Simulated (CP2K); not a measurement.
The N K edge of borylacetonitrile was computed by TDDFT (CP2K XAS_TDP, aug-cc-pVDZ, TDA) at these levels: BHandHLYP, PBEh(45%) and PBEh(45%) + GW2X. The first three lines of N4 (bonded to C) with a strength over 0.0015, energy in eV and strength:

| run | first | second | third |
| --- | --- | --- | --- |
| 1 | 401.19 (0.054) | 401.42 (0.053) | 406.17 (0.002) |
| 2 | 395.67 (0.054) | 395.90 (0.054) | 400.65 (0.002) |
| 3 | 397.68 (0.058) | 397.93 (0.057) | 403.14 (0.004) |

Which run is which?

Run 1: PBEh(45%) + GW2X (45 % exact exchange). Run 2: PBEh(45%) (45 % exact exchange). Run 3: BHandHLYP (50 % exact exchange). Self-interaction lifts the core level, so the uncorrected lines rise with the share of exact exchange. The GW2X run keeps the spacings of its parent: 0.23 eV between the first two lines in run 1, 0.23 eV in run 2. Its shift is +5.52 eV, since the Kohn–Sham level at this share of exchange lies that far above the quasiparticle level.

[Hosts, paths, dates, database ids (printed as entryN), source tags and the programs' standing remarks are cut or masked in the printed files.]
